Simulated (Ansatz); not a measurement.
# Phonons of TaSnB in the AlB2 type

The plan: relax TaSnB in the AlB2 type, check its phonons, and, if the lattice is stable, compute its Eliashberg function and ρ(T).

Calculated with Ansatz 0.2.0; DFT PBEsol, scalar-relativistic, plane waves, PAW; PAW set soft_1.

Report form: the programs' logs are mostly left out.

The structure was built from a prototype and need not be the compound's stable phase.

## (1) The starting structure

The structure is hexagonal, space group P-6m2 (No. 187). The conventional cell has a = 3.856 Å, b = 3.856 Å, c = 4.049 Å, α = 90.00°, β = 90.00°, γ = 120.00°. Ta has 6 Sn at 3.01 Å and 6 B at 3.01 Å nearest. B has 3 Sn at 2.23 Å and 6 Ta at 3.01 Å nearest. Sn has 3 B at 2.23 Å and 6 Ta at 3.01 Å nearest. Farther neighbours are not listed.

## (2) Quick single point

One cheap point first: pressure, gap and cost.

Contents of input.yaml:

```yaml
crystal:
  lattice:
    - [3.85593, 0.0, 0.0]
    - [-1.92796, 3.33933, 0.0]
    - [0.0, 0.0, 4.04873]
  atoms:
    - { symbol: Ta, position: [0.0, 0.0, 0.0] }
    - { symbol: B, position: [0.33333333, 0.66666667, 0.5] }
    - { symbol: Sn, position: [0.66666667, 0.33333333, 0.5] }
kpoints:
  mp_grid: { grid: [6, 6, 4] }
hamiltonian:
  xc: pbesol
  pseudopotentials: { kind: paw, azcp: { folder: soft_1 }, xc_functional: pbe }
scf:
  occupations: { method: gaussian, width: 0.1 }
output:
  forces: true
  stress: true
  eigenvalues: true
```

Started as:

```bash
$ ansatz run input.yaml --threads 4 --pin off --max-ram 12288MiB --backend cpu --events-out ev --progress --plain --runs-dir out
```

Elapsed: 0.86 s, on 4 threads of Arm Neoverse V1, shared host; peak memory 0.33 GiB.

This step gave:

- pressure: -11.24 GPa
- volume per atom: 17.38 Å³/atom
- metallic on mesh: yes
- gap on the k-mesh: 0 eV

The start is at -11 GPa on this mesh and has no gap.

## (3) Rough relaxation

Large forces or a large pressure at the start call for a first relaxation with loose thresholds.

input.yaml, as its differences from that of step 2:

```diff
@@ -10,3 +10,3 @@
 kpoints:
-  mp_grid: { grid: [6, 6, 4] }
+  mp_grid: { grid: [6, 6, 6] }
 hamiltonian:
@@ -20 +20,6 @@
   eigenvalues: true
+relax:
+  adjacent_minimum: "off"
+  f_tol: 0.05
+  max_steps: 80
+  cell: { stress_tol: 0.5 }
```

The job ended after 6.6 s (4 threads; peak memory 0.37 GiB; 24 s of CPU time).

Relaxation path:

```tsv
step	energy less that of the first step (eV)	largest force component (eV/Å)	pressure (GPa)	volume (Å³)
1	0.0000	0.0000	-11.38	52.13
2	-0.2543	0.0000	-2.81	48.02
3	-0.3656	0.0000	2.39	45.98
4	-0.4679	0.0000	3.38	45.37
5	-0.5001	0.0000	1.37	45.65
6	-0.5040	0.0000	-0.05	45.88
7*	-0.5043	0.0000	-0.04	45.88
```

Relaxation steps marked * repeat the geometry before them on a plane-wave basis chosen anew for their cell, so energy and pressure can jump there.

The run keeps the 12 symmetry operations that it works with, so distortions that break them were not tested.

```tsv
cell as run	before	after	change
a (Å)	3.856	4.060	+5.3 %
b (Å)	3.856	4.060	+5.3 %
c (Å)	4.049	3.213	-20.6 %
volume (Å³/atom)	17.38	15.29	-12.0 %
```

Final coordinates:

```
Ta B Sn
1.0
     4.06048    0.00000    0.00000
    -2.03024    3.51648    0.00000
     0.00000    0.00000    3.21341
Ta B Sn
1 1 1
Direct
  0.00000 0.00000 0.00000
  0.33333 0.66667 0.50000
  0.66667 0.33333 0.50000
```

This step gave:

```yaml
pressure: -0.04412 GPa
volume_per_atom: 15.29 Å³/atom
```

The largest force is now zero by symmetry and the largest stress component 0.15 GPa.

## (4) Relaxation

Lattice constant and positions set the bands and the force constants, so the cell is relaxed first.

input.yaml, the sections that differ from step 3:

```yaml
crystal:
  lattice:
    - [4.0604772918, -3.0399e-06, 0.0]
    - [-2.0302360133, 3.5164780061, 0.0]
    - [0.0, 0.0, 3.2134082654]
  atoms:
    - { symbol: Ta, position: [0.0, 0.0, 0.0] }
    - { symbol: B, position: [0.3333333333, 0.6666666667, 0.5] }
    - { symbol: Sn, position: [0.6666666667, 0.3333333333, 0.5] }
kpoints:
  mp_grid: { grid: [9, 9, 10] }
relax:
  adjacent_minimum: "off"
  f_tol: 0.005
  max_steps: 80
  cell: { stress_tol: 0.05 }
# hamiltonian, scf, output: as in step 3
```

It took 14 s on 4 threads; peak memory 0.43 GiB.

The steps of the relaxation:

```tsv
step	energy less that of the first step (eV)	largest force component (eV/Å)	pressure (GPa)	volume (Å³)
1	0.0000	0.0000	0.32	45.88
2	-0.0009	0.0000	-0.90	46.32
3	-0.0042	0.0000	-0.90	46.39
4	0.0099	0.0000	0.23	46.32
5	-0.0052	0.0000	0.05	46.21
6	-0.0058	0.0000	0.03	46.17
7	-0.0058	0.0000	-0.01	46.17
8	-0.0060	0.0000	-0.01	46.17
```

The log counts 1 steps on a newly chosen plane-wave basis, not all of them marked here; energy and pressure can jump at such steps. Relaxation step 4 was tried and not accepted.

```tsv
conventional cell, symmetrised	before	after	change
a (Å)	4.060	4.015	-1.1 %
b (Å)	4.060	4.015	-1.1 %
c (Å)	3.213	3.308	+2.9 %
volume (Å³/atom)	15.29	15.39	+0.6 %
```

Final coordinates:

```
Ta B Sn
1.0
     4.01470    0.00000    0.00000
    -2.00735    3.47684    0.00000
     0.00000    0.00000    3.30756
Ta B Sn
1 1 1
Cartesian
  0.0000 0.0000 0.0000
  0.0000 2.3179 1.6538
  2.0074 1.1589 1.6538
```

Numbers from this step:

- pressure: -0.005580 GPa
- volume per atom: 15.39 Å³/atom

The largest force is now zero by symmetry and the largest stress component 0.038 GPa.

## (5) Relaxing tightly for phonons

No force is left; the cell is relaxed once more with another smearing and tight thresholds.

input.yaml, the sections that differ from step 4:

```yaml
crystal:
  lattice:
    - [4.0147017151, -3.0056e-06, 0.0]
    - [-2.0073482546, 3.4768351767, 0.0]
    - [0.0, 0.0, 3.3075611785]
  atoms:
    - { symbol: Ta, position: [0.0, 0.0, 0.0] }
    - { symbol: B, position: [0.3333333333, 0.6666666667, 0.5] }
    - { symbol: Sn, position: [0.6666666667, 0.3333333333, 0.5] }
kpoints:
  mp_grid: { grid: [9, 9, 8] }
scf:
  occupations: { method: methfessel_paxton, width: 0.2 }
relax:
  adjacent_minimum: "off"
  f_tol: 0.001
  max_steps: 60
  cell: { stress_tol: 0.01 }
# hamiltonian, output: as in step 4
```

Run time: 7.4 s. Hardware: 4 threads; peak memory 0.41 GiB; 27 s of CPU time.

The steps of the relaxation:

```tsv
step	energy less that of the first step (eV)	largest force component (eV/Å)	pressure (GPa)	volume (Å³)
1	0.0000	0.0000	0.02	46.17
2	-0.0001	0.0000	-0.22	46.27
3	-0.0001	0.0000	0.16	46.17
4	-0.0002	0.0000	0.00	46.21
5	-0.0002	0.0000	0.00	46.21
```

The log counts 1 steps on a newly chosen plane-wave basis, not all of them marked here; energy and pressure can jump at such steps.

```tsv
conventional cell, symmetrised	before	after	change
a (Å)	4.015	4.007	-0.2 %
b (Å)	4.015	4.007	-0.2 %
c (Å)	3.308	3.323	+0.5 %
volume (Å³/atom)	15.39	15.40	+0.1 %
```

Final coordinates:

```xyz
3
Lattice="4.0074 0.0000 0.0000 -2.0037 3.4705 0.0000 0.0000 0.0000 3.3226" Properties=species:S:1:pos:R:3 pbc="T T T"
Ta    0.0000    0.0000    0.0000
B     0.0000    2.3137    1.6613
Sn    2.0037    1.1568    1.6613
```

Numbers from this step:

| Quantity | Value |
| --- | --- |
| pressure | 4.62e-5 GPa |
| volume per atom | 15.40 Å³/atom |

The largest force is now zero by symmetry and the largest stress component 1.2e-4 GPa, small enough for phonons.

## (6) Phonons: q 2×2×2, k 4×4×6

Couplings are defined for a stable lattice alone, so phonons come first.

Contents of input.yaml:

```yaml
crystal:
  lattice:
    - [4.0073879133, -3.0001e-06, 0.0]
    - [-2.0036913584, 3.4705012358, 0.0]
    - [0.0, 0.0, 3.3225541658]
  atoms:
    - { symbol: Ta, position: [0.0, 0.0, 0.0] }
    - { symbol: B, position: [0.3333333333, 0.6666666667, 0.5] }
    - { symbol: Sn, position: [0.6666666667, 0.3333333333, 0.5] }
kpoints:
  mp_grid: { grid: [4, 4, 6] }
hamiltonian:
  xc: pbesol
  pseudopotentials: { kind: paw, azcp: { folder: soft_1 }, xc_functional: pbe }
scf:
  occupations: { method: methfessel_paxton, width: 0.2 }
output:
  eigenvalues: true
phonons:
  method: dfpt
  qmesh: [2, 2, 2]
  temperatures: { t_max: 1000, t_step: 50 }
  qpath:
    path:
      - [[0.0, 0.0, 0.0], [0.5, 0.0, 0.0], [0.33333333, 0.33333333, 0.0], [0.0, 0.0, 0.0], [0.0, 0.0, 0.5], [0.5, 0.0, 0.5], [0.33333333, 0.33333333, 0.5], [0.0, 0.0, 0.5]]
      - [[0.5, 0.0, 0.5], [0.5, 0.0, 0.0]]
      - [[0.33333333, 0.33333333, 0.5], [0.33333333, 0.33333333, 0.0]]
    npoints: 10
```

It took 31 s on 4 threads; peak memory 0.49 GiB; 1.9 min of CPU time.

Numbers from this step:

```yaml
share_of_imaginary_modes_in_the_plain_interpolation_between_solved_wavevectors: 0.3953
highest_frequency_solved_or_plainly_interpolated: 402.4 cm⁻¹
```

Solved on the 2×2×2 mesh alone; all other wavevectors are interpolated. Phonon branches along the path, in cm⁻¹:

```tsv
point	branch 1	branch 2	branch 3	branch 4	branch 5	branch 6	branch 7	branch 8	branch 9
Γ	-222	-11	-11	0	0	0	164	402	402
halfway	-221	-120	-77	-17	109	144	151	384	387
M	-221	-143	-46	16	120	137	163	372	373
halfway	-219	-132	-61	8	68	132	192	350	388
K	-216	-109	-82	-47	10	127	207	339	394
halfway	-220	-117	-94	-22	104	148	162	373	390
Γ	-222	-11	-11	0	0	0	164	402	402
halfway	-191	-45	-45	70	70	84	170	392	392
A	-161	-63	-63	96	98	98	196	382	382
halfway	-156	-71	-54	-24	34	152	188	378	388
L	-147	-90	-89	-78	-77	194	201	364	394
halfway	-148	-124	-109	-44	89	194	195	357	395
H	-149	-133	-117	5	133	187	193	349	396
halfway	-154	-84	-81	-45	89	152	188	374	390
A	-161	-63	-63	96	98	98	196	382	382
jump to L	-147	-90	-89	-78	-77	194	201	364	394
halfway	-186	-132	-86	-37	86	164	189	367	384
M	-221	-143	-46	16	120	137	163	372	373
jump to H	-149	-133	-117	5	133	187	193	349	396
halfway	-185	-120	-98	-82	105	168	198	344	395
K	-216	-109	-82	-47	10	127	207	339	394
```

Among the solved wavevectors the lowest mode, translations apart, is -222 cm⁻¹, imaginary.

## (7) Phonons: q 3×3×2, k 6×6×6

An imaginary mode on so few k-points may come from the sampling, so the phonons are repeated with another q and k mesh.

input.yaml, as its differences from that of step 6:

```diff
@@ -10,3 +10,3 @@
 kpoints:
-  mp_grid: { grid: [4, 4, 6] }
+  mp_grid: { grid: [6, 6, 6] }
 hamiltonian:
@@ -20,3 +20,3 @@
   method: dfpt
-  qmesh: [2, 2, 2]
+  qmesh: [3, 3, 2]
   temperatures: { t_max: 1000, t_step: 50 }
```

The job ended after 1.8 min (4 threads; peak memory 0.69 GiB).

Numbers from this step:

- share of imaginary modes in the plain interpolation between solved wavevectors: 0.4394
- highest frequency, solved or plainly interpolated: 370.6 cm⁻¹

Solved on the 3×3×2 mesh alone; all other wavevectors are interpolated. The phonon branches at the labelled points (cm⁻¹):

```tsv
point	branch 1	branch 2	branch 3	branch 4	branch 5	branch 6	branch 7	branch 8	branch 9
Γ	-247	-57	-57	0	0	0	158	361	361
halfway	-259	-118	-98	-42	94	128	141	332	365
M	-273	-135	-102	-50	123	129	131	323	371
halfway	-275	-151	-112	-33	-26	124	194	337	369
K	-278	-172	-116	-49	38	118	209	356	363
halfway	-262	-131	-100	-43	68	137	158	329	366
Γ	-247	-57	-57	0	0	0	158	361	361
halfway	-213	-58	-58	61	61	77	162	361	361
A	-179	-74	-74	79	95	95	188	361	361
halfway	-200	-68	-60	-57	-48	132	179	348	359
L	-208	-140	-96	-84	-66	191	192	330	334
halfway	-203	-128	-107	-64	19	184	188	280	360
H	-200	-122	-116	-64	118	181	187	232	366
halfway	-202	-104	-70	-43	72	117	179	335	364
A	-179	-74	-74	79	95	95	188	361	361
jump to L	-208	-140	-96	-84	-66	191	192	330	334
halfway	-241	-132	-107	-54	69	151	176	325	351
M	-273	-135	-102	-50	123	129	131	323	371
jump to H	-200	-122	-116	-64	118	181	187	232	366
halfway	-241	-138	-99	-98	73	161	197	304	360
K	-278	-172	-116	-49	38	118	209	356	363
```

Lowest modes at the softest wavevector of the mesh. Modes at q = (-0.333, -0.333, 0.000), with each element's share of the kinetic energy (negative means imaginary):

```tsv
mode	frequency (cm⁻¹)	Ta %	B %	Sn %
1	-277.8	0	100	0
2	-172.5	0	39	61
3	-116.5	84	0	16
4	-48.9	100	0	0
5	37.5	100	0	0
6	117.7	0	0	100
```

Displacements in mode 1 (-277.8 cm⁻¹), the largest set to 1, in the home cell:
```
Ta1  0.00  0.00  0.00
B2   0.00  0.00 -1.00
Sn3  0.00  0.00  0.00
```

Displacements in mode 6 (117.7 cm⁻¹), the largest set to 1, in the home cell:
```
Ta1  0.00  0.00  0.00
B2   0.00  0.00  0.00
Sn3  0.00  0.00 -1.00
```

The modes has structure finer than the step of the table below, so its rows give means over 25 cm⁻¹, whole bins alone (the curve runs from -288 to 392 cm⁻¹). Peaks (cm⁻¹: height): B -206.4: 0.0149, 327.5: 0.0241, 361.7: 0.0467; Sn -129.5: 0.0133, 71.2: 0.00859, 178.0: 0.0276, 361.7: 0.0157; Ta -103.9: 0.0306, -69.7: 0.0226, 67.0: 0.0124, 178.0: 0.00584.

Phonopy on the run's constants, 17x17x17 mesh, Gaussian sigma 4.9 cm⁻¹. Modes against wavenumber; means over each step; values in 1/cm⁻¹/cell:

```tsv
wavenumber (cm⁻¹)	B	Sn	Ta
-275	0.00641	4.7e-5	4.7e-5
-250	0.0119	9.8e-5	2.6e-4
-225	0.0106	1.6e-4	4.5e-4
-200	0.00870	3.0e-4	5.4e-4
-175	6.0e-4	3.9e-4	4.2e-5
-150	0.00161	0.00373	0.00185
-125	0.00361	0.0101	0.00962
-100	0.00183	0.00796	0.0239
-75	0.00120	0.00384	0.0197
-50	7.3e-4	0.00175	0.0156
-25	3.5e-4	0.00112	0.00774
0	1.0e-4	3.3e-4	0.00171
25	3.1e-4	9.0e-4	0.00450
50	0.00155	0.00377	0.00873
75	0.00268	0.00673	0.00909
100	0.00128	0.00369	0.00289
125	0.00141	0.0112	0.00240
150	0.00146	0.0174	0.00410
175	0.00150	0.0230	0.00506
200	2.3e-4	0.00586	0.00127
225	4.8e-5	6.9e-5	1.2e-5
250	5.0e-4	6.2e-5	0
275	0.00130	2.3e-4	7.1e-6
300	0.00324	6.3e-4	1.7e-5
325	0.0169	0.00362	7.5e-5
350	0.0284	0.00927	2.6e-4
375	0.0116	0.00378	1.2e-4
```

No LO-TO term; unit eigenvectors of the mass-weighted matrix. Modes at Γ, with each element's share of the kinetic energy (negative means imaginary):

```tsv
mode	frequency (cm⁻¹)	symmetry	Ta %	B %	Sn %
1	-247.2	A2''	3	96	1
2	-56.9	E'	38	24	38
3	-56.9	E'	38	24	38
4	0.0	unnamed	58	3	38
5	0.0	unnamed	58	3	38
6	0.0	unnamed	58	3	38
7	158.4	A2''	38	0	61
8	360.6	E'	4	73	24
9	360.6	E'	4	73	24
```

Displacements in mode 1 (-247.2 cm⁻¹), the largest set to 1:
```
Ta1  0.00  0.00 -0.04
B2   0.00  0.00  1.00
Sn3  0.00  0.00 -0.02
```

Displacements in mode 8 (360.6 cm⁻¹), the largest set to 1:
```
Ta1  0.00  0.05  0.00
B2   0.00  1.00  0.00
Sn3  0.00 -0.17  0.00
```

Among the solved wavevectors the lowest mode, translations apart, is -278 cm⁻¹, imaginary.

## (8) Outcome

```json
{"phonon run of the rows without a label of their own": "PBEsol, q 3×3×2, k 6×6×6", "softest mode on the q mesh": "-278 cm⁻¹ at q = (-0.333, -0.333, 0)", "highest frequency, solved or plainly interpolated": "371 cm⁻¹"}
```

**Reading.** The lattice is dynamically unstable at this level: a mode at q = (-0.333, -0.333, 0) is imaginary, 278i cm⁻¹, so no harmonic coupling constant or resistivity is defined for this structure. These meshes are coarse, and single modes of a metal can move by tens of cm⁻¹ with the k mesh. Spin–orbit coupling, left out here, matters for Ta. The phonon runs are not spin-polarised. The PAW files were made for PBE; under other functionals the run regenerates their frozen core. The structure was built by hand as an ordered model, and its stability against other phases was not tested.

[Logs are printed without paths, hosts, clocks, repeated set-up lines and the standing remarks that a program may print on its own settings, such as how far it seeks lower states.]

[Hosts, paths, dates, database ids (printed as entryN), source tags and the programs' standing remarks are cut or masked in the printed files.]
